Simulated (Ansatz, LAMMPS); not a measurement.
# Relaxing a frame of liquid propylene carbonate from 300 K (117 atoms)

How does a frame of liquid propylene carbonate from 300 K (117 atoms) relax, and what do bonds, charges and levels look like afterwards?

Program: Ansatz 0.2.0. Level of theory: Kohn-Sham DFT, PBE+D4, PAW (set soft_2), plane waves. Results are calculated unless marked as measured.

### Step 1. Set-up

The cell holds 117 atoms: 36 C, 27 O and 54 H. Its edges and angles: a = 10.830 Å, b = 10.830 Å, c = 10.830 Å, α = 90.0°, β = 90.0°, γ = 90.0°. 9 propylene carbonate placed at random, at 1.2 g/cm³; overlaps pushed apart, then 10 ps at 400 K with MMFF94 bonds, angles, torsions, charges and radii (Halgren, J. Comput. Chem. 17, 490 (1996)) in harmonic and 12-6 forms. Snapshot after 20 ps at 300 K and fixed volume.

Limits known from the start: The network of contacts between molecules at the start is that of the classical potential that made the cell. The density was typed from a rule of thumb and may lie off the real one at this temperature. The Brillouin zone is sampled at Γ only, in a cell whose shortest periodic width is 11 Å.

### Step 2. Single point at the start

A single point comes first, to see the forces before anything moves.

Input file input.yaml:

```yaml
crystal:
  lattice:
    - [10.83035, 0.0, 0.0]
    - [0.0, 10.83035, 0.0]
    - [0.0, 0.0, 10.83035]
  atoms:
    - { symbol: C, position: [0.90804, 0.52597, 0.71766] }
    - { symbol: C, position: [0.95888, 0.3969, 0.69906] }
    - { symbol: C, position: [0.87672, 0.3138, 0.62648] }
    - { symbol: O, position: [0.90672, 0.34418, 0.50218] }
    [... 107 atom lines left out ...]
    - { symbol: H, position: [0.10045, 0.62364, 0.03404] }
    - { symbol: H, position: [0.01178, 0.50411, 0.95639] }
    - { symbol: H, position: [0.17187, 0.5249, 0.9232] }
    - { symbol: H, position: [0.0827, 0.46034, 0.18629] }
    - { symbol: H, position: [0.14219, 0.2526, 0.14968] }
    - { symbol: H, position: [0.09683, 0.28378, 0.99648] }
kpoints:
  mp_grid: { grid: [1, 1, 1] }
hamiltonian:
  xc: pbe
  dispersion: d4
scf:
  occupations: { method: fixed }
output:
  forces: true
  stress: true
  populations: true
  dos:
    method: { smearing: { sigma: 0.1 } }
    de: 0.1
    projected: { site_lists: { C: [C], H: [H], O: [O] } }
  eigenvalues: true
```

On the command line:

```sh
> ansatz run input.yaml --threads 4 --pin off --max-ram 8192MiB --backend cpu --events-out ev --progress --plain --runs-dir out
```

Run time: 15 s. Hardware: 4 threads of Arm Neoverse V2, shared host; peak memory 1.4 GiB; 55 s of CPU time.

The run gave:

| Property | Result |
| --- | --- |
| free energy | -25205.4535 eV |
| free energy per atom | -215.4312 eV/atom |
| SCF cycles | 10 |
| pressure | 1.952 GPa |
| r.m.s. force component | 0.9687 eV/Å |
| longest force | 3.996 eV/Å |
| Fermi energy | -0.9543 eV |
| gap (highest filled to lowest empty level) | 4.772 eV |
| spilling of the projection | 0.01312 |

The r.m.s. force component of 0.97 eV/Å and the pressure of 2.0 GPa set the starting point.

Length of the force by element:

```tsv
element	coordination	atoms	mean length of the force (eV/Å)	spread	least	most
C	all	36	2.18	0.907	0.619	4.00
H	all	54	0.969	0.545	0.140	2.67
O	all	27	1.39	0.609	0.285	2.56
```

### Step 3. Relaxation

With the cell held, the atoms are moved downhill towards a nearby minimum.

input.yaml, the sections that differ from step 2:

```yaml
output:
  forces: true
relax:
  f_tol: 0.03
  max_steps: 200
# crystal, kpoints, hamiltonian, scf: as in step 2
```

Elapsed: 4.1 min, on 4 threads; peak memory 1.3 GiB.

Step by step (22 of 35):

```tsv
step	energy less that of the first step (eV)	largest force component (eV/Å)
1	0.0000	3.8587
3	-5.2239	0.9642
4	-5.5416	0.5215
6	-5.8286	0.2232
7	-5.9045	0.2440
9	-5.9497	0.3690
11	-5.9834	0.1355
12	-5.9919	0.0416
14	-5.9987	0.0273
16	-6.0030	0.0484
17	-6.0046	0.0785
19	-6.0080	0.0896
20	-6.0097	0.0925
22	-6.0126	0.1110
24	-6.0160	0.0932
25	-6.0176	0.0954
27	-6.0229	0.1004
29	-6.0274	0.0836
30	-6.0292	0.0879
32	-6.0312	0.0394
33	-6.0316	0.0373
35	-6.0323	0.0210
```

The atoms that moved most (Å):

```tsv
atom	dx	dy	dz	length
H47	-0.761	-0.526	-1.312	1.606
H48	-0.231	-1.240	-0.619	1.404
H52	0.809	-0.675	-0.804	1.325
O43	0.917	0.256	-0.841	1.270
O19	-0.717	0.369	0.833	1.159
H39	-0.894	-0.520	0.433	1.122
H64	0.839	0.277	0.689	1.120
H51	0.788	-0.023	-0.786	1.113
```

The relaxation changed the energy by -51.6 meV/atom, and atoms moved by 0.61 Å r.m.s., 1.6 Å at most.

### Step 4. Distances and neighbours after relaxation

Bonds before and after, by the cutoffs listed below:

```tsv
pair	bonds before	bonds after	mean before (Å)	mean after (Å)	spread before (Å)	spread after (Å)
H-C	54	54	1.097	1.097	0.029	0.002
C-C	18	18	1.505	1.524	0.021	0.011
C-O	45	45	1.356	1.366	0.075	0.091
```

Density 1.20 g/cm³, 10.86 Å³ an atom.

Pair distribution functions g(r), in bins of 0.2 Å:

```tsv
r (Å)	total	H-H	H-C	H-O	C-C	C-O	O-O
1.00	3.38	0.00	11.90	0.00	0.00	0.00	0.00
1.20	0.50	0.00	0.21	0.00	0.00	3.12	0.00
1.40	1.34	0.00	0.00	0.00	0.00	9.42	0.00
1.60	0.57	0.00	0.00	0.00	6.05	0.00	0.00
1.80	0.84	3.94	0.00	0.00	0.00	0.00	0.00
2.00	0.46	0.00	0.00	2.17	0.00	0.00	0.00
2.20	1.57	0.07	3.45	0.00	1.96	0.00	7.35
2.40	0.77	1.25	0.00	0.36	0.72	2.50	0.00
2.60	0.83	1.92	0.33	1.04	1.06	0.00	0.00
2.80	0.80	0.88	0.81	1.82	0.00	0.00	0.00
3.00	0.75	1.19	0.77	1.27	0.00	0.06	0.00
3.20	0.89	0.61	1.27	1.36	0.45	0.40	0.26
3.40	0.94	0.48	1.02	1.11	0.14	1.90	0.48
3.60	0.92	1.14	0.89	0.82	0.48	1.16	0.63
3.80	0.91	0.92	1.02	0.91	0.53	1.01	0.67
4.00	0.91	0.74	0.86	1.25	0.83	0.74	1.02
4.20	1.05	0.86	1.05	1.46	1.06	0.80	0.78
4.40	1.02	1.09	0.86	1.02	1.21	1.08	1.15
4.60	1.04	0.76	0.96	1.20	1.29	1.22	0.92
4.80	1.06	0.81	1.08	0.95	1.25	1.42	1.08
5.00	1.00	1.01	0.97	1.06	1.18	0.87	0.83
5.20	1.07	1.22	0.98	1.01	1.40	0.90	1.03
```

Bonds by pair of elements; cutoffs follow the first minimum of g(r), held within bounds set by covalent radii, and pairs that aren't listed don't count as bonded:

```tsv
pair A-B	cutoff (Å)	bonds	mean length (Å)	spread (Å)	shortest (Å)	B about A	A about B
H-C	1.34	54	1.10	0.002	1.09	1	1.5
C-C	1.85	18	1.52	0.011	1.51	1	1
C-O	1.73	45	1.37	0.091	1.21	1.25	1.67
```

How many atoms have how many bonded neighbours:

```tsv
element	mean	1	2	3	4
C	3.75	0	0	9	27
H	1	54	0	0	0
O	1.67	9	18	0	0
```

Bond angles, per cent of each kind in bins of 5°:

```tsv
angle (°)	C-C-H	H-C-H	C-C-O	H-C-O	O-C-O
100–105	0.0	0.0	66.7	0.0	0.0
105–110	14.3	77.8	25.9	100.0	0.0
110–115	85.7	22.2	7.4	0.0	33.3
115–120	0.0	0.0	0.0	0.0	0.0
120–125	0.0	0.0	0.0	0.0	66.7
```

Bond angles (no mean is given where the spread exceeds 20°):

```tsv
angle	count	mean (°)	spread (°)
C-C-H	63	111	1.2
H-C-H	36	109	0.9
C-C-O	27	105	3.3
H-C-O	27	108	0.9
O-C-O	27	120	5.9
```

Bond length by coordination (bonds to H left out):

```tsv
element	coordination	atoms	mean bond length (Å)
C	3	9	1.30
C	4	27	1.50
O	1	9	1.21
O	2	18	1.41
```

Rings of the network by King's shortest-path rule, up to 12 atoms, one path for each pair of neighbours; H, halogens, alkali and alkaline-earth atoms are left out, and the last column divides by all other atoms, bonded or not:

```tsv
ring size (atoms)	rings	per network atom
5	9	0.143
```

Counting bonds as in the table, 75 % of C atoms have 4, all H atoms have 1 and 67 % of O atoms have 2 bonded neighbours. The C-C-H angle averages 111° with a spread of 1.2°. All rings counted have 5 atoms.

### Step 5. Single point at the relaxed geometry

One more single point at the end of the walk gives the fuller output and checks the residual forces.

Input file input.yaml:

```yaml
crystal:
  lattice:
    - [10.83035, 0.0, 0.0]
    - [0.0, 10.83035, 0.0]
    - [0.0, 0.0, 10.83035]
  atoms:
    - { symbol: C, position: [0.91063, 0.51361, 0.72959] }
    - { symbol: C, position: [0.96217, 0.388, 0.69686] }
    - { symbol: C, position: [0.88002, 0.31014, 0.61204] }
    - { symbol: O, position: [0.93124, 0.3323, 0.48992] }
    [... 107 atom lines left out ...]
    - { symbol: H, position: [0.06653, 0.58268, 0.0136] }
    - { symbol: H, position: [0.97826, 0.44467, 0.00991] }
    - { symbol: H, position: [0.11925, 0.45298, 0.92539] }
    - { symbol: H, position: [0.09646, 0.46346, 0.20864] }
    - { symbol: H, position: [0.13854, 0.25081, 0.21309] }
    - { symbol: H, position: [0.11444, 0.24461, 0.04889] }
kpoints:
  mp_grid: { grid: [1, 1, 1] }
hamiltonian:
  xc: pbe
  dispersion: d4
scf:
  occupations: { method: fixed }
output:
  forces: true
  stress: true
  populations: intrinsic
  dos:
    method: { smearing: { sigma: 0.15 } }
    de: 0.1
    projected: { site_lists: { C: [C], H: [H], O: [O] } }
  eigenvalues: true
  write_density: true
  write_potential: true
  volumetric_format: npy
  elf: true
```

The job ended after 15 s (4 threads; peak memory 1.4 GiB).

The run gave:

```yaml
free_energy: -25211.4859 eV
free_energy_per_atom: -215.4828 eV/atom
scf_cycles: 10
pressure: -0.3524 GPa
r_m_s_force_component: 0.0047 eV/Å
longest_force: 0.02679 eV/Å
fermi_energy: -1.434 eV
spacing_of_highest_filled_and_lowest_empty_level: 5.869 eV
```

Intrinsic-atomic-orbital charges by element and coordination:

```tsv
element	coordination	atoms	mean charge (e)	spread	least	most
C	all	36	0.0074	0.431	-0.538	0.665
C	3	9	0.659	0.0031	0.654	0.665
C	4	27	-0.210	0.243	-0.538	0.0551
H	all	54	0.193	0.0117	0.162	0.216
O	all	27	-0.395	0.072	-0.500	-0.338
O	1	9	-0.497	0.0041	-0.500	-0.489
O	2	18	-0.344	0.0038	-0.351	-0.338
```

States in the cell by windows of 1 eV, zero at the Fermi level; the larger projections on atomic orbitals stand beside the total:

```tsv
from (eV)	to (eV)	total	O p	C p	H s	C s
-18	-14	0.0	0.0	0.0	0.0	0.0
-14	-13	11.7	1.3	1.1	1.9	6.6
-13	-12	6.3	0.7	0.6	1.0	3.6
-12	-11	1.3	0.2	0.2	0.3	0.5
-11	-10	16.7	2.9	2.8	3.4	7.0
-10	-9	14.0	4.5	3.6	2.3	3.3
-9	-8	18.8	7.0	5.7	1.0	2.4
-8	-7	3.2	1.2	1.0	0.1	0.3
-7	-6	17.1	5.5	8.4	2.1	0.2
-6	-5	35.9	11.7	13.7	5.6	2.1
-5	-4	23.5	10.3	8.0	2.6	0.3
-4	-3	45.7	13.6	22.3	7.3	0.3
-3	-2	38.6	17.0	12.9	7.0	0.2
-2	-1	19.4	4.8	9.9	3.8	0.2
-1	0	52.2	41.5	5.9	3.8	0.2
0	1	1.6	1.4	0.2	0.1	0.0
1	5	0.0	0.0	0.0	0.0	0.0
```

With fixed occupations the program's Fermi level is the highest filled level; weight inside the gap is the broadening of levels at its edges.

Between -23 and -18 eV lie 54 more states.

The levels nearest the highest filled one (over half full), pooled over k-points and spins:

```tsv
level less the highest filled one (eV)	occupation
-0.227	2
-0.208	2
-0.178	2
-0.138	2
-0.100	2
0	2
5.87	0
6.18	0
6.22	0
6.26	0
6.29	0
6.31	0
```

Mean intrinsic-atomic-orbital charges: C +0.01, H +0.19, O -0.40 e. The largest share in the top eV of filled states is O p (80 % of the projected weight), and in the lowest eV of empty states C p (49 % of the projected weight).

Runs without a result: hamiltonian.xc = "lda", magnetization.spin_polarized = true and total_charge = -1 (refused).

1 further run on a deliberately doubtful input is not shown.

### Step 6. Results

| Item | Value |
| --- | --- |
| energy change in the relaxation | -51.56 meV/atom |
| r.m.s. displacement | 0.606 Å |
| largest displacement | 1.606 Å |
| free energy per atom | -215.4828 eV/atom |
| pressure | -0.3524 GPa |
| r.m.s. force component | 0.0047 eV/Å |
| gap (highest filled to lowest empty level) | 5.869 eV |
| wall time of the 3 DFT runs | 4.6 min |

What this shows: Relaxation lowers the energy by 51.6 meV/atom and moves atoms by 0.61 Å r.m.s.; the r.m.s. force component goes from 0.97 to 0.0047 eV/Å, the pressure goes from 2.0 to -0.35 GPa, and the gap from 4.77 to 5.87 eV. By the final cutoffs no bond was broken or made. From the first step to the last the energy fell by 6.032 eV, and the largest move was 1.61 Å (H47). The C-C bonds change most in mean length: from 1.505 Å (spread 0.021) to 1.524 Å (spread 0.011). Counting bonds as in the table, 75 % of C atoms have 4, all H atoms have 1 and 67 % of O atoms have 2 bonded neighbours. Between filled and empty levels lie 5.87 eV (at Γ alone); a semilocal functional tends to put such gaps too low. In a disordered cell it changes from sample to sample and from frame to frame.

What to keep in mind: The network of contacts between molecules at the start is that of the classical potential that made the cell; in DFT atoms moved by 0.61 Å r.m.s.

[Logs are printed without paths, hosts, clocks, repeated set-up lines and the standing remarks that a program may print on its own settings, such as how far it seeks lower states.]

[Hosts, paths, dates, database ids (printed as entryN), source tags and the programs' standing remarks are cut or masked in the printed files.]

[The MMFF94 radii named for the starting cell were scaled by 0.96; in molecules described by MMFF94, hydrogen bound to N, O or S took a small fixed 12-6 site in their place.]
